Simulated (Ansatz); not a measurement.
**Si(111) with F on 50 % of the top atoms and H on the rest: bands and core levels**

What would XPS and angle-resolved spectra of Si(111) with F on 50 % of the top atoms and H on the rest look like?

Calculated with Ansatz 0.2.0; DFT, PBE, plane-wave PAW, scalar-relativistic; PAW set soft_1.

Most raw output is cut from this account.

### Step 1. Starting point

The cell holds 32 atoms: 2 F, 6 H and 24 Si. Its edges and angles: a = 7.679 Å, b = 7.679 Å, c = 24.144 Å, α = 90.0°, β = 90.0°, γ = 60.0°. It derives from Si. How the cell was made: terminated face; group: F; share of top atoms: 0.5; rest: H; oxygen in back bonds: 0; lower face: H. Regions: ad, 4 atoms (2 F and 2 H); L1, 4 atoms (4 Si); L2, 4 atoms (4 Si); L3, 4 atoms (4 Si); mid, 4 atoms (4 Si); rest, 12 atoms (8 Si and 4 H). Vacuum lies along c.

### Step 2. Relaxing the atoms

The cut or typed positions aren't at rest, and spectra shift with geometry, so the relaxation comes first. 12 atoms are held to stand for the bulk. A dipole correction cancels the field between unlike faces.

Contents of input.yaml:

```yaml
crystal:
  lattice:
    - [7.6791796437, 0.0, 0.0]
    - [3.8395898218, 6.6503646517, 0.0]
    - [0.0, 0.0, 24.1437769138]
  atoms:
    - { symbol: F, position: [0.0, 0.0, 0.710070217] }
    - { symbol: F, position: [0.5, 0.0, 0.710070217] }
    - { symbol: H, position: [0.0, 0.5, 0.699301397] }
    - { symbol: H, position: [0.5, 0.5, 0.699301397] }
    - { symbol: Si, position: [0.0, 0.0, 0.642557996] }
    - { symbol: Si, position: [0.5, 0.0, 0.642557996] }
    - { symbol: Si, position: [0.0, 0.5, 0.642557996] }
    - { symbol: Si, position: [0.5, 0.5, 0.642557996] }
[... 20 atom lines left out ...]
    - { symbol: H, position: [0.0, 0.0, 0.289929783] }
    - { symbol: H, position: [0.5, 0.0, 0.289929783] }
    - { symbol: H, position: [0.0, 0.5, 0.289929783] }
    - { symbol: H, position: [0.5, 0.5, 0.289929783] }
kpoints:
  mp_grid: { grid: [3, 3, 1] }
scf:
  occupations: { method: fermi_dirac, width: 0.02 }
  n_extra_bands: 23
hamiltonian:
  xc: pbe
  pseudopotentials: { kind: paw, azcp: { folder: soft_1 } }
output:
  forces: true
  write_potential: true
  volumetric_format: []
efield:
  axis: 3
  dipole_correction: true
relax:
  f_tol: 0.03
  max_steps: 70
  constraints: [{ sites: [20, 21, 22, 23, 24, 25, 26, 27, 28, 29, 30, 31] }]
```

Launch:

```console
> ansatz run input.yaml --threads 4 --pin off --max-ram 11264MiB --backend cpu --events-out ev --progress --plain --runs-dir out
```

Elapsed: 2.2 min, on 4 threads of Intel Xeon at 2.50GHz (Skylake/Cascade Lake), shared host; peak memory 2.1 GiB.

Relaxation path:

```tsv
step	energy less that of the first step (eV)	largest force component (eV/Å)
1	0.0000	2.8417
2	-0.2912	1.0794
3	-0.3286	0.3958
4	-0.3500	0.0225
5	-0.3501	0.0233
```

Forces are held to the 4 operations that the run works with; a distortion that breaks them can't arise in this run.

The atoms that moved most (Å):

```tsv
atom	dx	dy	dz	length
H4	0.000	0.008	0.167	0.167
H3	0.000	0.008	0.167	0.167
Si10	0.000	0.009	0.040	0.041
Si9	0.000	0.009	0.040	0.041
Si7	0.000	-0.002	0.038	0.038
Si8	0.000	-0.002	0.038	0.038
Si12	0.000	-0.010	0.034	0.036
Si11	0.000	-0.010	0.034	0.036
```

Numbers from this step:

```
free energy                                                         : -16972.1512 eV
Fermi energy                                                        : 0.006978 eV
symmetry operations                                                 : 4
gap on the k-mesh                                                   : 1.054 eV
ionisation potential, upper face                                    : 5.687 eV
upper vacuum level less the lowest empty level (Kohn–Sham affinity) : 4.633 eV
ionisation potential, lower face                                    : 4.626 eV
```

The relaxation ends 11 meV an atom lower, with a largest force component of 0.023 eV/Å on the free atoms.

### Step 3. Layer-resolved bands, DOS and potential

This is the main run. States are solved along the surface zone's path and weighed by where they lie along the normal, since photoemission sees the top layers. The cell holds 4 small cells, so the bands are unfolded.

Contents of input.yaml:

```yaml
crystal:
  lattice:
    - [7.6791796437, 0.0, 0.0]
    - [3.8395898218, 6.6503646517, 0.0]
    - [0.0, 0.0, 24.1437769138]
  atoms:
    - { symbol: F, position: [0.0003751823, -0.0007503646, 0.7104197188] }
    - { symbol: F, position: [0.5003751823, -0.0007503646, 0.7104197188] }
    - { symbol: H, position: [-0.0006255383, 0.5012510765, 0.7062129643] }
    - { symbol: H, position: [0.4993744617, 0.5012510765, 0.7062129643] }
    - { symbol: Si, position: [-0.0001144105, 0.0002288211, 0.6428003484] }
    - { symbol: Si, position: [0.4998855895, 0.0002288211, 0.6428003484] }
    - { symbol: Si, position: [0.0001692728, 0.4996614543, 0.6441246025] }
    - { symbol: Si, position: [0.5001692728, 0.4996614543, 0.6441246025] }
[... 20 atom lines left out ...]
    - { symbol: H, position: [0.0, 0.0, 0.289929783] }
    - { symbol: H, position: [0.5, 0.0, 0.289929783] }
    - { symbol: H, position: [0.0, 0.5, 0.289929783] }
    - { symbol: H, position: [0.5, 0.5, 0.289929783] }
kpoints:
  mp_grid: { grid: [3, 3, 1] }
scf:
  occupations: { method: fermi_dirac, width: 0.02 }
  n_extra_bands: 35
hamiltonian:
  xc: pbe
  pseudopotentials: { kind: paw, azcp: { folder: soft_1 } }
output:
  forces: true
  write_potential: true
  volumetric_format: []
  dos:
    projected:
      site_lists:
        adsorbate: [0, 1, 2, 3]
        layer_1: [4, 5, 6, 7]
        layer_2: [8, 9, 10, 11]
        layer_3: [12, 13, 14, 15]
        middle: [16, 17, 18, 19]
        other_layers: [20, 21, 22, 23, 24, 25, 26, 27, 28, 29, 30, 31]
    de: 0.05
    e_range: [-30, 12]
    method: { smearing: { sigma: 0.12, scheme: gaussian } }
  eigenstates:
    kpoints:
      - [0.33333333, -0.33333333, 0.0]
      - [0.25, -0.375, 0.0]
      - [0.16666667, -0.41666667, 0.0]
      - [0.08333333, -0.45833333, 0.0]
      - [0.0, 0.5, 0.0]
      - [-0.08333333, 0.45833333, 0.0]
      # [... 29 more points ...]
      - [0.25, 0.5, 0.0]
      - [0.29166667, -0.41666667, 0.0]
    e_range: [-8.0, 6.0]
    unfold:
      supercell_matrix: [[2, 0, 0], [0, 2, 0], [0, 0, 1]]
      layers:
        axis: 3
        edges: [0.124256, 0.42583, 0.42593, 0.575549, 0.575649, 0.876091]
efield:
  axis: 3
  dipole_correction: true
```

Elapsed: 6.5 min, on 4 threads; peak memory 4.4 GiB; 23 min of CPU time.

Numbers from this step:

```yaml
fermi_energy: 0.006823 eV
zero_of_energy: valence-band maximum
share_of_occupied_states_in_no_projected_shell: 0.0117 of the occupied states in the window
```

A(k,E), total over k along the path and E. Zero: valence-band maximum.

Values in eV⁻¹, 12 rows by 16 columns, each cell a mean:
```
2.1 2.5 3.8 4.0 3.1 3.2 1.6 2.0 4.2 2.6 2.4 2.0 1.5 1.1 2.7 2.4
0.5 1.3 2.0 3.0 3.8 4.2 5.7 5.3 3.0 2.0 1.3 1.4 1.7 2.3 1.9 0.5
2.3 1.9 1.8 1.8 2.2 2.9 2.5 2.8 2.5 1.9 1.9 1.6 1.2 2.1 1.9 2.4
0.2 0.2 0.2 0.2 0.2 0.3 1.1 0.7 0.5 1.1 1.6 2.1 2.5 1.5 0.6 0.3
0.1 0.1 0.1 0.1 0.1 0.3 1.1 0.7 0.2 0.1 0.2 0.3 0.3 0.1 0.1 0.1
0.1 0.1 0.1 0.3 1.3 2.9 4.0 3.7 2.0 1.1 0.8 0.3 0.2 0.1 0.1 0.1
0.7 0.9 1.1 2.3 2.8 3.0 1.5 2.1 3.1 2.6 2.3 2.4 2.3 1.8 1.0 0.7
1.7 1.9 2.9 2.3 2.1 0.6 0.2 0.2 1.3 1.8 1.6 1.9 2.1 2.4 2.2 1.8
2.9 2.8 2.1 2.0 1.1 0.7 0.7 0.7 0.8 1.6 1.6 1.3 1.4 1.7 2.6 2.9
1.3 1.0 1.1 1.2 0.8 0.8 0.8 0.8 0.8 1.0 1.2 0.9 0.7 0.7 0.9 1.3
1.1 1.5 1.7 1.5 1.3 1.3 1.2 1.2 1.3 1.4 1.7 1.5 1.1 1.1 1.1 1.1
1.9 1.4 1.3 0.9 0.8 0.8 0.8 0.9 0.8 0.8 1.1 1.4 1.8 1.8 1.9 1.9
```
Columns: k along the path (Å⁻¹) from 0 to 2.58; rows upwards: E (eV) from -7.17 to 5.00.

A(k,E), top over k along the path and E. Zero: valence-band maximum.

Ten even steps from '_' (0.02 eV⁻¹) to '@' (2.40 eV⁻¹), each cell a mean:
```
------====++------++==--::::--==++::::::..........__..====--
::::::--++++**++--::==--::::==++==::::::::::::::....--==::::
______..::--====++++**%%@@@@##==::::........::::::::--..____
__......____..::----==------------::::............::--....__
::::..::::::::::------::....----::--::--::..____::--....::::
..........______......------::::::::::::--======--::........
______________________......______..........::::::..________
__________________________________________......____________
________________________....________________________________
__________________..--++##**==::..__________________________
______________..----++++--==++==--::::::..__________________
________....::==--==--::..::--==----------::::::::..________
..........::--::::--..______..::::....::------------::......
::::::::----::::--..__________..::::............::::::::::::
..::--====::::--::______________..--::............::==--::..
======::::----......................::--::::::::::::::--====
::..............____________________......................::
....::::::............::::..............::..______..::::....
==++==++==++======++++++++++++++++====++==++******++==++++==
--::----::::::::::..............::::::::::::::::::::::::::--
::::::::::............______............::::........::::::::
--::::....::............................::..::::::::::::----
```
Columns: k along the path (Å⁻¹) from 0 to 2.58; rows upwards: E (eV) from -7.17 to 5.00.

A(k,E), middle over k along the path and E. Zero: valence-band maximum.

Values in eV⁻¹, 12 rows by 16 columns, each cell a mean:
```
0.49 0.80 1.21 1.30 0.88 0.78 0.26 0.40 1.15 0.73 0.73 0.68 0.57 0.30 0.69 0.56
0.17 0.43 0.71 1.01 1.25 1.36 1.78 1.71 1.12 0.79 0.49 0.48 0.54 0.85 0.66 0.16
1.00 0.83 0.79 0.79 0.91 1.14 0.97 1.06 0.89 0.56 0.71 0.59 0.46 0.67 0.81 1.00
0.11 0.09 0.07 0.06 0.07 0.10 0.38 0.23 0.19 0.49 0.58 0.73 0.87 0.65 0.25 0.13
0.02 0.02 0.02 0.03 0.04 0.10 0.40 0.26 0.08 0.05 0.08 0.14 0.14 0.04 0.02 0.02
0.02 0.03 0.04 0.10 0.40 0.86 1.32 1.15 0.55 0.39 0.29 0.12 0.08 0.04 0.03 0.02
0.31 0.41 0.43 0.79 1.00 1.18 0.63 0.93 1.25 0.94 0.75 0.76 0.74 0.66 0.42 0.30
0.75 0.77 1.03 0.84 0.74 0.25 0.06 0.08 0.48 0.58 0.76 0.95 1.03 0.94 0.84 0.77
0.59 0.67 0.53 0.52 0.41 0.25 0.24 0.24 0.28 0.52 0.29 0.23 0.23 0.42 0.67 0.60
0.45 0.27 0.33 0.46 0.19 0.15 0.14 0.14 0.15 0.31 0.39 0.15 0.08 0.09 0.20 0.44
0.14 0.39 0.43 0.19 0.15 0.13 0.12 0.12 0.14 0.16 0.36 0.39 0.13 0.13 0.13 0.13
0.78 0.42 0.34 0.24 0.22 0.23 0.24 0.24 0.23 0.23 0.31 0.42 0.70 0.72 0.75 0.79
```
Columns: k along the path (Å⁻¹) from 0 to 2.58; rows upwards: E (eV) from -7.17 to 5.00.

A(k,E), bottom over k along the path and E. Zero: valence-band maximum.

Values in eV⁻¹, 12 rows by 16 columns, each cell a mean:
```
0.88 0.89 1.36 1.43 1.30 1.24 0.56 0.72 1.72 1.18 1.02 0.78 0.56 0.41 1.05 0.97
0.20 0.49 0.72 1.10 1.36 1.55 2.09 1.98 1.04 0.67 0.45 0.50 0.60 0.78 0.67 0.19
0.77 0.57 0.53 0.54 0.66 0.95 0.93 0.99 0.88 0.63 0.58 0.46 0.36 0.75 0.58 0.78
0.06 0.06 0.05 0.04 0.05 0.07 0.26 0.16 0.12 0.33 0.57 0.76 0.88 0.44 0.16 0.06
0.02 0.02 0.02 0.02 0.04 0.09 0.31 0.20 0.07 0.04 0.05 0.08 0.08 0.03 0.02 0.02
0.02 0.02 0.03 0.08 0.40 1.00 1.43 1.32 0.72 0.33 0.19 0.08 0.06 0.03 0.02 0.02
0.13 0.24 0.32 0.71 0.98 0.98 0.45 0.66 1.02 0.91 0.86 0.84 0.78 0.49 0.23 0.13
0.48 0.53 0.92 0.77 0.74 0.18 0.05 0.07 0.43 0.56 0.43 0.51 0.57 0.80 0.65 0.49
1.36 1.30 0.95 0.76 0.32 0.24 0.24 0.24 0.24 0.58 0.72 0.66 0.71 0.81 1.19 1.36
0.32 0.23 0.19 0.27 0.20 0.18 0.18 0.18 0.18 0.23 0.25 0.24 0.20 0.18 0.22 0.31
0.07 0.21 0.34 0.40 0.41 0.38 0.36 0.36 0.38 0.40 0.39 0.24 0.07 0.07 0.07 0.06
0.45 0.40 0.44 0.25 0.22 0.24 0.25 0.26 0.25 0.24 0.37 0.48 0.53 0.52 0.49 0.46
```
Columns: k along the path (Å⁻¹) from 0 to 2.58; rows upwards: E (eV) from -7.17 to 5.00.

Peaks of A(k,E) at the labelled points: for each region the eleven nearest the zero at most, each over 6 % of that point's highest, less those above the energy where the solved bands run out; weight and spread sum the levels within three half widths or 0.3 eV, so near peaks share levels. Peaks of the spectral function, the first 40 of 130 rows:

```tsv
point	weight on	E (eV)	A (1/eV)	weight near the peak	rms spread of levels (eV)
K	total	-3.95	4.571	2.302	0.125
K	total	-3.77	3.606	1.903	0.126
K	total	-3.35	2.676	1.273	0.115
K	total	-3.25	2.861	1.103	0.072
K	total	-2.75	1.009	0.172	0
K	total	-2.27	4.83	1.842	0.057
K	total	-1.83	0.85	0.166	0.047
K	total	2.11	2.68	0.757	0
K	total	2.63	5.088	2.195	0.09
K	total	3.45	0.515	0.104	0.053
K	total	4.39	2.969	1.094	0.099
K	top	-4.07	0.802	0.194	0.051
K	top	-3.75	2.12	0.7	0.069
K	top	-3.37	0.786	0.302	0.116
K	top	-2.75	0.521	0.126	0
K	top	-2.21	1.188	0.449	0.081
K	top	-1.83	0.341	0.083	0.05
K	top	-1.25	0.141	0.033	0
K	top	2.11	0.727	0.208	0
K	top	2.61	1.219	0.51	0.088
K	top	3.45	0.164	0.036	0.061
K	top	4.39	1.069	0.401	0.1
K	middle	-4.41	1.312	0.383	0
K	middle	-4.07	0.762	0.23	0.061
K	middle	-3.77	0.475	0.173	0.128
K	middle	-3.23	0.992	0.369	0.068
K	middle	-2.25	2.396	0.935	0.061
K	middle	-1.83	0.385	0.07	0.035
K	middle	2.11	1.446	0.423	0
K	middle	2.61	1.945	0.849	0.092
K	middle	3.45	0.166	0.032	0.045
K	middle	4.39	0.687	0.25	0.099
K	middle	4.77	0.928	0.355	0.081
K	bottom	-6.63	1.626	0.518	0.016
K	bottom	-4.39	0.696	0.145	0
K	bottom	-3.95	3.223	1.183	0.07
K	bottom	-3.25	1.249	0.487	0.072
K	bottom	-2.29	1.432	0.473	0.037
K	bottom	2.11	0.505	0.126	0
K	bottom	2.63	1.935	0.834	0.088
```

The DOS has structure finer than the step of the table below, so its rows give means over 1 eV, whole bins alone (the curve runs from -26.4 to 4.70 eV). Peaks (eV: height): total -2.9: 28.1, -2.3: 24.7, 3.5: 25.8, 4.3: 41.0; Si 3p -2.9: 24.1, -2.3: 22.2, -1.7: 21.5, 4.3: 22.1; Si 3s -10.6: 8.15, -9.6: 8.90, -9.0: 12.5, -6.7: 8.41; F 2p -5.3: 14.6; H 1s -4.0: 3.58, -3.6: 2.48, -2.9: 1.65, 3.4: 1.50.

Table of DOS by E, zero at the valence-band maximum; means over each step; values in states/eV/cell:

```tsv
E (eV)	total	Si 3p	Si 3s	F 2p	H 1s	F 2s
-25	2.30	0.167	0.0983	0.0291	1.7e-5	1.99
-24	1.70	0.124	0.0729	0.0216	1.2e-5	1.48
-23	0	0	0	0	0	0
-22	0	0	0	0	0	0
-21	0	0	0	0	0	0
-20	0	0	0	0	0	0
-19	0	0	0	0	0	0
-18	0	0	0	0	0	0
-17	0	0	0	0	0	0
-16	0	0	0	0	0	0
-15	0	0	0	0	0	0
-14	0	0	0	0	0	0
-13	0	0	0	0	0	0
-12	0.192	0.0103	0.176	5.6e-4	0.00340	2.3e-4
-11	4.11	0.743	3.19	0.0285	0.0951	0.0105
-10	7.52	1.80	5.30	0.115	0.209	0.0305
-9	8.36	2.13	5.55	0.282	0.289	0.0481
-8	6.20	1.61	3.35	0.711	0.412	0.0688
-7	9.89	3.88	3.95	1.34	0.543	0.0620
-6	9.33	3.69	2.63	2.21	0.684	0.0118
-5	10.8	3.34	1.55	5.27	0.542	0.00229
-4	11.9	8.44	1.20	0.338	1.74	3.5e-4
-3	15.1	12.9	0.769	0.375	0.922	0.00149
-2	18.5	16.8	0.738	0.329	0.387	0.00330
-1	8.16	7.50	0.107	0.117	0.295	0.00234
0	1.89	1.82	6.7e-4	0.0217	7.5e-5	0
1	2.12	1.21	0.548	0.0103	0.0335	0.00523
2	11.7	6.54	2.89	0.102	0.309	0.0452
3	19.1	11.2	3.13	0.105	0.778	0.0438
4	24.6	13.8	2.81	0.0702	0.843	0.0224
```

Sums over each group's atoms; a table of it gives point samples, which can step over narrow peaks. The DOS of the group by E, zero at the valence-band maximum; 7 of 14 lines; values in states/eV:

```tsv
E (eV)	other layers: Si 3p	layer 2: Si 3p	adsorbate: F 2p	middle: Si 3p	layer 3: Si 3p	other layers: Si 3s	layer 1: Si 3p
-12	1.9e-5	8.7e-6	0	0	0	2.3e-4	1.4e-5
-10	0.450	0.239	0.109	0.180	0.174	1.68	0.222
-8	0.319	0.163	0.245	0.0371	0.0391	0.760	0.00956
-6	1.72	0.554	1.50	1.10	0.846	1.55	0.712
-4	8.67	1.11	0.434	0.952	0.831	0.272	0.896
-2	4.63	2.46	0.223	2.38	2.53	0.201	1.57
0	0.312	0.213	0.0136	0.253	0.219	7.2e-5	0.280
2	2.51	1.20	0.146	1.69	1.60	1.14	1.63
4	2.91	1.46	0.0645	1.74	1.39	0.826	1.45
```

Simulated valence spectra by photon energy, shown to 13 eV, since a deeper line would dwarf them at some energies; the 100 % can be that line's tail at the edge; this run's widths, added to any smearing of the DOS itself: Gaussian 0.15 eV, Lorentzian 0.1 eV. Table of intensity by binding energy, zero at the valence-band maximum; values in % of the maximum within 13 eV:

```tsv
binding energy (eV)	21.2 eV	40.8 eV	100 eV	1486.7 eV	8047.8 eV
-1	0.109	0.0721	0.0998	0.239	0.121
0	0.809	0.533	0.995	2.34	0.570
1	5.17	3.09	5.56	13.2	3.17
2	8.06	4.77	8.33	24.1	9.64
3	15.6	8.43	12.4	30.8	13.0
4	18.0	6.94	8.94	27.8	15.7
5	29.7	28.0	28.5	25.2	15.7
6	21.7	17.5	19.1	47.3	41.6
7	18.1	16.3	17.6	38.7	32.7
8	5.28	3.95	4.51	19.7	19.2
9	12.3	9.09	12.2	97.6	97.5
10	4.48	3.12	4.54	46.7	47.5
11	0.925	0.714	1.10	14.3	14.9
12	-	0.0997	0.137	1.27	1.30
```

Maxima picked by a test of local sharpness, so broad peaks and shoulders can be missing; peaks within 0.45 eV of a curve's cut are left out. Valence peaks, by row, the first 40 of 67 rows:

```tsv
photon energy (eV)	binding energy (eV)	height (% of the maximum within 13 eV)	main shell	its share (%)
21.2	10.62	4.512	Si 3s	48.47
21.2	9.723	7.397	Si 3s	38.53
21.2	9.023	12.58	F 2p	38.17
21.2	8.323	14.24	F 2p	53.59
21.2	7.523	15.82	F 2p	69.94
21.2	6.773	22.41	F 2p	60.2
21.2	5.273	100	F 2p	93.63
21.2	4.573	16.43	F 2p	53.47
21.2	4.023	18.1	H 1s	55.85
21.2	3.623	20.76	H 1s	68.72
21.2	2.873	19.27	H 1s	40.46
21.2	2.273	11.85	Si 3p	51.26
21.2	1.673	13.8	Si 3p	46.14
40.8	24.52	16.33	F 2s	88.64
40.8	9.723	5.172	Si 3s	47.63
40.8	9.023	9.287	F 2p	53.93
40.8	8.323	10.98	F 2p	72.53
40.8	7.523	13.71	F 2p	84.17
40.8	6.823	18	F 2p	81.82
40.8	5.273	100	F 2p	97.67
40.8	4.623	11.7	F 2p	80.58
40.8	3.673	7.193	F 2p	38.15
40.8	2.923	9.82	F 2p	54.71
40.8	2.273	7.002	Si 3p	45.92
40.8	1.723	8.138	F 2p	48.36
100	24.52	59.88	F 2s	95.95
100	10.62	4.779	Si 3s	65.71
100	9.673	7.648	Si 3s	54.93
100	9.023	12.45	Si 3s	41.35
100	8.323	13.05	F 2p	60
100	7.523	15.35	F 2p	73.94
100	6.773	20.48	F 2p	67.56
100	5.273	100	F 2p	96.02
100	4.623	12.8	F 2p	72.4
100	4.023	8.967	F 2p	48.65
100	3.323	9.13	Si 3p	53.47
100	2.923	14.32	Si 3p	57.8
100	2.273	11.87	Si 3p	68.37
100	1.723	13.25	Si 3p	66.13
1487	24.52	346	F 2s	97.88
```

From the valence-band maximum. Table of planar mean, electrostatic potential by z:

```tsv
z (Å)	planar mean, electrostatic potential (eV)
0	5.16
1	4.72
2	4.63
3	4.63
4	4.63
5	4.62
6	4.49
7	2.24
8	-3.73
9	-9.45
10	-0.113
11	-2.03
12	-10.0
13	-2.12
14	0.00804
15	-9.49
16	-3.81
17	1.36
18	5.40
19	5.68
20	5.69
21	5.69
22	5.69
23	5.66
```

[end of part 1 of 2]

[Logs are printed without paths, hosts, clocks, repeated set-up lines and the standing remarks that a program may print on its own settings, such as how far it seeks lower states.]

[Hosts, paths, dates, database ids (printed as entryN), source tags and the programs' standing remarks are cut or masked in the printed files.]

[Maps of the electrostatic potential energy from Ansatz leave out the sawtooth potential of an applied field or a dipole correction, so their vacuum need not be flat; work functions include it.]
